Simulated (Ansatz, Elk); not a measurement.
## How far do independent atoms describe Cu2Mo?

Structure refinements treat a crystal as free atoms side by side. For a made-up structure of Cu2Mo (cell and positions from a PBEsol relaxation) the runs below show what the calculated density changes in F(hkl).

Calculated with Elk 11.2.3 (patched build); DFT, PBE, all-electron APW+lo, Dirac cores, scalar-relativistic bands, static density, no spin.

The structure was built from a prototype and need not be the compound's stable phase.

## (1) The starting structure

The structure is cubic, space group Fd-3m (No. 227). The conventional cell has a = 6.685 Å, b = 6.685 Å, c = 6.685 Å, α = 90.00°, β = 90.00°, γ = 90.00°. Nearest to Mo lie 12 Cu at 2.77 Å and 4 Mo at 2.89 Å. Cu has 6 Cu at 2.36 Å and 6 Mo at 2.77 Å nearest. Farther neighbours are not listed.

## (2) Ground state and structure factors

An all-electron density is needed, since X-rays see the cores too. Task 0 finds the density and task 195 Fourier-transforms it; tshift is off so that phases refer to the origin typed.

Input file elk.in:

```
tasks
  0
  195

xctype
  20

spinpol
  .false.

rgkmax
  7.0

gmaxvr
  14.0

lmaxo
  7

lmaxapw
  8

swidth
  0.002

tshift
  .false.

ramdisk
  .false.

hmaxvr
  5.5

maxscl
  120

epspot
  1e-06

sppath
  './'

avec
  -0.00000000000 6.31604546668 6.31604546668
  6.31604546668 -0.00000000000 6.31604546668
  6.31604546668 6.31604546668 -0.00000000000

atoms
  2
  'Mo.in'
  2
  0.2500000000 0.2500000000 0.2500000000   0.000000 0.000000 0.000000
  0.0000000000 -0.0000000000 -0.0000000000   0.000000 0.000000 0.000000
  'Cu.in'
  4
  0.6250000000 0.1250000000 0.6250000000   0.000000 0.000000 0.000000
  0.6250000000 0.6250000000 0.1250000000   0.000000 0.000000 0.000000
  0.1250000000 0.6250000000 0.6250000000   0.000000 0.000000 0.000000
  0.6250000000 0.6250000000 0.6250000000   0.000000 0.000000 0.000000

ngridk
  6 6 6
```

Launch:

```sh
> OMP_NUM_THREADS=4 elk
```

Numbers of over 12 decimals in the logs are rounded to 6 here.

What it wrote:

```text
┌─────────────────────────┐
│ Elk code version 11.2.3 │
└─────────────────────────┘

All units are atomic (Hartree, Bohr, etc.)

┌─────────────────────────────────────────────────┐
│ Ground-state run starting from atomic densities │
└─────────────────────────────────────────────────┘

Lattice vectors :
  -0.000000000       6.316045467       6.316045467
   6.316045467      -0.000000000       6.316045467
   6.316045467       6.316045467      -0.000000000

Reciprocal lattice vectors :
 -0.4973986761      0.4973986761      0.4973986761
  0.4973986761     -0.4973986761      0.4973986761
  0.4973986761      0.4973986761     -0.4973986761

Unit cell volume      :    503.9248076
Brillouin zone volume :   0.4922365593

Muffin-tin inner radius fraction :   0.1000000000E-01

Nuclei treated as point charges

Species : 1 (Mo)
 parameters loaded from : Mo.in
 name : molybdenum
 nuclear charge    :   -42.00000000
 electronic charge :    42.00000000
 atomic mass :    174887.9214
 muffin-tin radius :    2.600000000
 number of radial points in muffin-tin :   1193
 inner part over the whole radius :   0.9897744308E-02
 number on inner part of muffin-tin    :    848
 approximate nuclear radius :   0.8334154960E-04
 number of mesh points to nuclear radius :    419
 atomic positions (lattice), magnetic fields (Cartesian) :
  1 :   0.25000000  0.25000000  0.25000000    0.00000000  0.00000000  0.00000000
  2 :   0.00000000  0.00000000  0.00000000    0.00000000  0.00000000  0.00000000

Species : 2 (Cu)
 parameters loaded from : Cu.in
 name : copper
 nuclear charge    :   -29.00000000
 electronic charge :    29.00000000
 atomic mass :    115837.2717
 muffin-tin radius :    2.208059290
 number of radial points in muffin-tin :    993
 inner part over the whole radius :   0.9980647529E-02
 number on inner part of muffin-tin    :    700
 approximate nuclear radius :   0.7406004541E-04
 number of mesh points to nuclear radius :    338
 atomic positions (lattice), magnetic fields (Cartesian) :
  1 :  -0.37500000  0.12500000 -0.37500000    0.00000000  0.00000000  0.00000000
  2 :  -0.37500000 -0.37500000  0.12500000    0.00000000  0.00000000  0.00000000
  3 :   0.12500000 -0.37500000 -0.37500000    0.00000000  0.00000000  0.00000000
  4 :  -0.37500000 -0.37500000 -0.37500000    0.00000000  0.00000000  0.00000000

Total number of atoms per unit cell :    6
Total muffin-tin volume :    327.6212009
 ratio of muffin-tin to unit cell volume :   0.6501390605

Spin treatment :
 spin-unpolarised

Number of Bravais lattice symmetries :   48
Number of crystal symmetries         :   48
Crystal has no inversion symmetry
Complex Hermitian eigensolver will be used

k-point grid :      6     6     6
k-point offset :    0.000000000       0.000000000       0.000000000
k-point set is reduced with full crystal symmetry group
Total number of k-points :       16

Muffin-tin radius times maximum |G+k| :    7.000000000
 using average radius
Maximum |G+k| for APW functions       :    2.993107907
Maximum (1/2)|G+k|²                   :    4.479347473
Maximum |G| for potential and density :    14.00000000
Constant for pseudocharge density :    9
 order of it for each species :   16  16
 order of it for pair densities of each species (exact exchange by exxq0 0: 17) :   12   8
Radial integration step length :    1

G-vector grid sizes :     40    40    40
Number of G-vectors :    23409

Maximum angular momentum used for
 APW functions            :    8
 outer part of muffin-tin :    7
 inner part of muffin-tin :    2

Total nuclear charge    :   -200.0000000
Total core charge       :    104.0000000
Total valence charge    :    96.00000000
Total excess charge     :    0.000000000
Total electronic charge :    200.0000000

Effective Wigner radius, rₛ :   0.8441423931

Number of empty states         :     24
Total number of valence states :     73
Total number of core states    :    104

Third-order local-orbitals added for an l without core states : T
Total number of local-orbitals :    124

[...]
Madelung                    :     -17750.359924906
 xc potential                :     -612.58050372658
 exchange                    :     -504.29750943335
 correlation                 :     -10.038683112774
 electron entropic           :    -0.27064878821749E-02
 total energy                :     -14718.141255085

Density of states at Fermi energy :    205.6295370
 (states/Hartree/unit cell)

Estimated indirect band gap :   0.3003296921E-02
 from k-point 14 to k-point 14
Estimated direct band gap   :   0.3003296921E-02
 at k-point 14

Charges :
 core                        :    104.0000000
 valence                     :    96.00000000
 interstitial                :    8.459114982
 muffin-tins (core leakage)
  species : 1 (Mo)
[...]
species : 2 (Cu)
[...]
total in muffin-tins        :    191.5408850
 total calculated charge     :    199.9979206
 total charge                :    200.0000000
 error                       :   0.2079416974E-02

RMS change in Kohn-Sham potential (target) :   0.5007532585     (  0.1000000000E-05)
Absolute change in total energy (target)   :   0.8503329152     (  0.1000000000E-03)

[... loops 3 to 15 left out ...]

┌──────────────────┐
│ Loop number : 16 │
└──────────────────┘

Energies :
 Fermi                       :     0.356761
 sum of occupied eigenvalues :     -8594.2040706513
 electron kinetic            :      15130.758553209
 core electron kinetic       :      14199.164012676
 Coulomb                     :     -29331.556348855
 Coulomb potential           :     -23050.253717302
 nuclear-nuclear             :     -2238.6408881558
 electron-nuclear            :     -31212.865464229
 Hartree                     :      4119.9500035302
 Madelung                    :     -17806.429490203
 xc potential                :     -674.70890655824
 exchange                    :     -508.36862177218
 correlation                 :     -10.038323714430
 electron entropic           :    -0.22770751696462E-02
 total energy                :     -14719.207018207

Density of states at Fermi energy :    175.5659132
 (states/Hartree/unit cell)

Estimated indirect band gap :   0.9526300991E-03
 from k-point 1 to k-point 7
Estimated direct band gap   :   0.8033232179E-02
 at k-point 11

Charges :
 core                        :    104.0000000
 valence                     :    96.00000000
 interstitial                :    7.020845015
 muffin-tins (core leakage)
  species : 1 (Mo)
[...]
species : 2 (Cu)
[...]
total in muffin-tins        :    192.9791550
 total calculated charge     :    199.9980005
 total charge                :    200.0000000
 error                       :   0.1999543984E-02

RMS change in Kohn-Sham potential (target) :   0.3379664026E-06 (  0.1000000000E-05)
Absolute change in total energy (target)   :   0.2284536095E-04 (  0.1000000000E-03)

Convergence targets achieved

┌──────────────────┐
│ Loop number : 17 │
└──────────────────┘

Energies :
 Fermi                       :     0.356761
 sum of occupied eigenvalues :     -8594.2040421497
 electron kinetic            :      15130.758568825
 core electron kinetic       :      14199.164023530
 Coulomb                     :     -29331.556339654
 Coulomb potential           :     -23050.253727879
 nuclear-nuclear             :     -2238.6408881558
 electron-nuclear            :     -31212.865449475
 Hartree                     :      4119.9499979763
 Madelung                    :     -17806.429475715
 xc potential                :     -674.70888309627
 exchange                    :     -508.36862122819
 correlation                 :     -10.038323525368
 electron entropic           :    -0.22770730014120E-02
 total energy                :     -14719.206992656

Density of states at Fermi energy :    175.5657274
 (states/Hartree/unit cell)

Estimated indirect band gap :   0.9524259240E-03
 from k-point 1 to k-point 7
Estimated direct band gap   :   0.8033250246E-02
 at k-point 11

Charges :
 core                        :    104.0000000
 valence                     :    96.00000000
 interstitial                :    7.020841624
 muffin-tins (core leakage)
  species : 1 (Mo)
[...]
species : 2 (Cu)
[...]
atom 2                    :    28.01667206     (  0.4622183683E-03)
   atom 3                    :    28.01667206     (  0.4622183683E-03)
   atom 4                    :    28.01667206     (  0.4622183683E-03)
 total in muffin-tins        :    192.9791584
 total calculated charge     :    199.9980005
 total charge                :    200.0000000
 error                       :   0.1999544159E-02

┌──────────────────────────────┐
│ Self-consistent loop stopped │
└──────────────────────────────┘

Warning : core states of species 2 leak from the muffin-tin :   0.4622183683E-03

Wrote STATE.OUT
```

Wall time 37 s (4 threads of Arm Neoverse V1, shared host); peak memory 0.24 GiB.

SFACRHO.OUT:

```text

h k l indices transformed by vhmat matrix:
   1.000000000       0.000000000       0.000000000    
   0.000000000       1.000000000       0.000000000    
   0.000000000       0.000000000       1.000000000    

      h      k      l  multipl.   |H|            Re(F)            Im(F)           |F|

      0      0      0      1   0.0000000       200.00000      0.12771396E-18   200.00000    
      0      1      0      4  0.86151978      0.24393841      0.24393841      0.34498101    
      0      0     -1      4  0.86151978      0.24393841     -0.24393841      0.34498101    
      0     -1     -1      6  0.99479735     -0.37765230E-13 -0.20980085E-13  0.43201580E-13
      2      1      1     12   1.4068559       64.611150     -0.46212145E-13   64.611150    
      0     -1     -2     12   1.6496848       60.761977       60.761977       85.930411    
     -1     -1      1     12   1.6496848       60.761977      -60.761977       85.930411    
     -2      0      0      4   1.7230396     -0.61509087E-13  -84.074918       84.074918    
      0      0      2      4   1.7230396     -0.56915010E-13   84.074918       84.074918    
      0      2      2      6   1.9895947      -21.704982     -0.13887526E-12   21.704982    
     -1      2      0     12   2.1681106      0.90947598      0.90947598       1.2861933    
      0      1     -2     12   2.1681106      0.90947598     -0.90947598       1.2861933    
     -1     -2     -3     24   2.2244345      0.43988803E-14 -0.59443573E-13  0.59606112E-13
      2      3      3     12   2.4367459       51.751555     -0.19156000E-13   51.751555    
     -3     -2     -3     12   2.4367459       51.751555      0.19120791E-13   51.751555    
      3      1      3     12   2.5845593       48.781180      -48.781180       68.987006    
      3      0      2     12   2.5845593       48.781180       48.781180       68.987006    
      0      3      0      4   2.5845593       48.870274      -48.870274       69.113005
```

Elk indexes on the primitive cell of elk.in and gives |H| = 4π sin θ/λ in inverse bohr. Below, one row stands for each form hkl of the conventional cell (m members, Friedel mates merged), F is for one primitive cell and the density is static (no thermal factor). Free-atom factors are Waasmaier and Kirfel's, and R is Σm||F|−|F'||/Σm|F|.

| hkl | m | sin θ/λ (Å⁻¹) | abs F, DFT | neutral atoms | diff. | abs of complex diff. |
| --- | --- | --- | --- | --- | --- | --- |
| 111 | 8 | 0.130 | 0.345 | 0.193 | +0.152 | 0.152 |
| 200 | 6 | 0.150 | 0.000 | 0.000 | +0.000 | 0.000 |
| 220 | 12 | 0.212 | 64.611 | 65.172 | -0.561 | 0.561 |
| 311 | 24 | 0.248 | 85.930 | 87.069 | -1.139 | 1.139 |
| 222 | 8 | 0.259 | 84.075 | 85.447 | -1.372 | 1.372 |
| 400 | 6 | 0.299 | 21.705 | 22.718 | -1.013 | 1.013 |
| 331 | 24 | 0.326 | 1.286 | 0.730 | +0.556 | 0.556 |
| 420 | 24 | 0.335 | 0.000 | 0.000 | +0.000 | 0.000 |
| 422 | 24 | 0.366 | 51.752 | 51.520 | +0.232 | 0.232 |
| 511 | 24 | 0.389 | 68.987 | 69.045 | -0.058 | 0.058 |
| 333 | 8 | 0.389 | 69.113 | 69.045 | +0.068 | 0.068 |
| 440 | 12 | 0.423 | 111.104 | 110.951 | +0.153 | 0.153 |
| 531 | 48 | 0.443 | 2.667 | 2.459 | +0.208 | 0.208 |
| 442 | 24 | 0.449 | 0.018 | 0.000 | +0.018 | 0.018 |
| 600 | 6 | 0.449 | 0.000 | 0.000 | +0.000 | 0.000 |
| 620 | 24 | 0.473 | 45.032 | 44.918 | +0.114 | 0.114 |
| 533 | 24 | 0.490 | 59.194 | 59.037 | +0.157 | 0.157 |
| 622 | 24 | 0.496 | 55.359 | 55.230 | +0.129 | 0.129 |

## (3) The highest occupied states alone

An energy window below the Fermi level keeps the highest occupied states, to see at which angles they scatter; shallow core shells can lie inside it and anion s states outside. No new self-consistency is needed.

elk.in, as its differences from that of step 2:

```diff
@@ -1,3 +1,2 @@
 tasks
-  0
   195
@@ -40,2 +39,5 @@
 
+wsfac
+  -0.084230 0.656760
+
 sppath
```

Launch:

```sh
> OMP_NUM_THREADS=4 elk
```

What it wrote:

```text
┌─────────────────────────────────┐
│ Elk code version 11.2.3 started │
└─────────────────────────────────┘

Info(readinput): the functional depends on the density's gradient
 muffin-tin radial points multiplied by    2.00000
 (not where nrmtscf is given)

┌────────────────────┐
│ Current task : 195 │
└────────────────────┘
Info(checkmt): changed muffin-tin radius of species 2 (Cu) from   2.4000 to   2.2081

Info(sfacrho): density structure factors written to SFACRHO.OUT

 Energy window :  -0.8423000000E-01  0.6567600000

┌──────────────────┐
│ Elk code stopped │
└──────────────────┘
```

Wall time 11 s (4 threads); peak memory 0.16 GiB.

States within 12 eV below the Fermi level hold 56.00 electrons; any levels below the window count with the cores. Their amplitudes can exceed the total, where window and core parts have opposite phase:

| hkl | sin θ/λ (Å⁻¹) | abs F, window | abs F, all |
| --- | --- | --- | --- |
| 111 | 0.130 | 13.087 | 0.345 |
| 200 | 0.150 | 0.000 | 0.000 |
| 220 | 0.212 | 1.993 | 64.611 |
| 311 | 0.248 | 11.971 | 85.930 |
| 222 | 0.259 | 21.601 | 84.075 |
| 400 | 0.299 | 17.999 | 21.705 |
| 331 | 0.326 | 8.036 | 1.286 |
| 420 | 0.335 | 0.000 | 0.000 |
| 422 | 0.366 | 0.262 | 51.752 |
| 511 | 0.389 | 6.678 | 68.987 |

## (4) Another functional

The difference from free atoms is small, so it is set against the change that LDA (Perdew-Wang) makes.

elk.in, as its differences from that of step 3:

```diff
@@ -1,2 +1,3 @@
 tasks
+  0
   195
@@ -4,3 +5,3 @@
 xctype
-  20
+  3
 
@@ -39,5 +40,2 @@
 
-wsfac
-  -0.084230 0.656760
-
 sppath
```

Launch:

```sh
> OMP_NUM_THREADS=4 elk
```

What it wrote:

```text
┌─────────────────────────┐
│ Elk code version 11.2.3 │
└─────────────────────────┘

All units are atomic (Hartree, Bohr, etc.)

┌─────────────────────────────────────────────────┐
│ Ground-state run starting from atomic densities │
└─────────────────────────────────────────────────┘

Lattice vectors :
  -0.000000000       6.316045467       6.316045467
   6.316045467      -0.000000000       6.316045467
   6.316045467       6.316045467      -0.000000000

Reciprocal lattice vectors :
 -0.4973986761      0.4973986761      0.4973986761
[...]
muffin-tins (core leakage)
  species : 1 (Mo)
[...]
species : 2 (Cu)
[...]
atom 3                    :    28.03001019     (  0.4812826659E-03)
   atom 4                    :    28.03001019     (  0.4812826659E-03)
 total in muffin-tins        :    193.0289829
 total calculated charge     :    199.9979343
 total charge                :    200.0000000
 error                       :   0.2065698675E-02

┌──────────────────────────────┐
│ Self-consistent loop stopped │
└──────────────────────────────┘

Warning : core states of species 2 leak from the muffin-tin :   0.4812826659E-03

Wrote STATE.OUT
[key lines of the parts left out:]
total energy                :     -14700.706975122
```

Wall time 25 s (4 threads); peak memory 0.16 GiB; 76 s of CPU time.

Against the first run R = 0.05 %; the largest change is -0.057 at 440.

## (5) A coarser k-mesh

About half the k-points along each axis test the sampling.

elk.in, as its differences from that of step 4:

```diff
@@ -5,3 +5,3 @@
 xctype
-  3
+  20
 
@@ -62,2 +62,2 @@
 ngridk
-  6 6 6
+  3 3 3
```

Launch:

```sh
> OMP_NUM_THREADS=4 elk
```

What it wrote:

```text
┌─────────────────────────┐
│ Elk code version 11.2.3 │
└─────────────────────────┘

All units are atomic (Hartree, Bohr, etc.)

┌─────────────────────────────────────────────────┐
│ Ground-state run starting from atomic densities │
└─────────────────────────────────────────────────┘

Lattice vectors :
  -0.000000000       6.316045467       6.316045467
   6.316045467      -0.000000000       6.316045467
   6.316045467       6.316045467      -0.000000000

Reciprocal lattice vectors :
 -0.4973986761      0.4973986761      0.4973986761
[...]
muffin-tins (core leakage)
  species : 1 (Mo)
[...]
species : 2 (Cu)
[...]
atom 3                    :    28.01285426     (  0.4615463975E-03)
   atom 4                    :    28.01285426     (  0.4615463975E-03)
 total in muffin-tins        :    192.9738027
 total calculated charge     :    199.9979521
 total charge                :    200.0000000
 error                       :   0.2047944826E-02

┌──────────────────────────────┐
│ Self-consistent loop stopped │
└──────────────────────────────┘

Warning : core states of species 2 leak from the muffin-tin :   0.4615463975E-03

Wrote STATE.OUT
[key lines of the parts left out:]
total energy                :     -14719.206453186
```

Elapsed: 20 s, on 4 threads; peak memory 0.2 GiB.

Against the first run R = 0.02 %; the largest change is -0.039 at 400.

## (6) Settings against the effect

| run | R against the first run (%) | R against neutral atoms, low angle (%) | wall time |
| --- | --- | --- | --- |
| PBE, rgkmax 7 | 0.00 | 1.44 | 37 s |
| LDA (Perdew-Wang) | 0.05 | 1.46 | 25 s |
| k-mesh 3×3×3 | 0.02 | 1.45 | 20 s |

## (7) Results

- R against neutral atoms, sin θ/λ < 0.3 Å⁻¹: 1.44 %
- R against neutral atoms, 0.3 to 0.82 Å⁻¹: 0.45 %

In words: Independent neutral atoms miss the calculated amplitudes by R = 1.44 % below 0.3 Å⁻¹ and 0.45 % from there to 0.82 Å⁻¹; by shells, 44.16 % below 0.15 Å⁻¹ (1 form), 1.40 % 0.15 to 0.3 (4 forms), 0.67 % 0.3 to 0.45 (7 forms), 0.42 % above 0.45 (36 forms). Bonding, aspherical density and the tables' own atoms all enter these figures, and the runs don't part them. The largest change of an amplitude is -1.37 electrons, at 222. Weak lines can change much in proportion: 331 goes from 0.73 to 1.29. The window's part falls from 56.0 electrons at the origin to at most 8.43 between 0.45 and 0.82 Å⁻¹, where compact states inside the window still scatter. Below 0.3 Å⁻¹ the changes that finished (LDA (Perdew-Wang) and k-mesh 3×3×3) move F by R = 0.03 % at most, against the 1.44 % that separates it from free atoms. The basis has no finished test. These runs have no spin, though d or f shells may be open. Part of the difference isn't bonding: the tables are fits to free atoms and ions calculated by other methods than this functional. Thermal motion, anomalous dispersion and extinction are left out.

[Logs are printed without paths, hosts, clocks, repeated set-up lines and the standing remarks that a program may print on its own settings, such as how far it seeks lower states.]

[Hosts, paths, dates, database ids (printed as entryN), source tags and the programs' standing remarks are cut or masked in the printed files.]
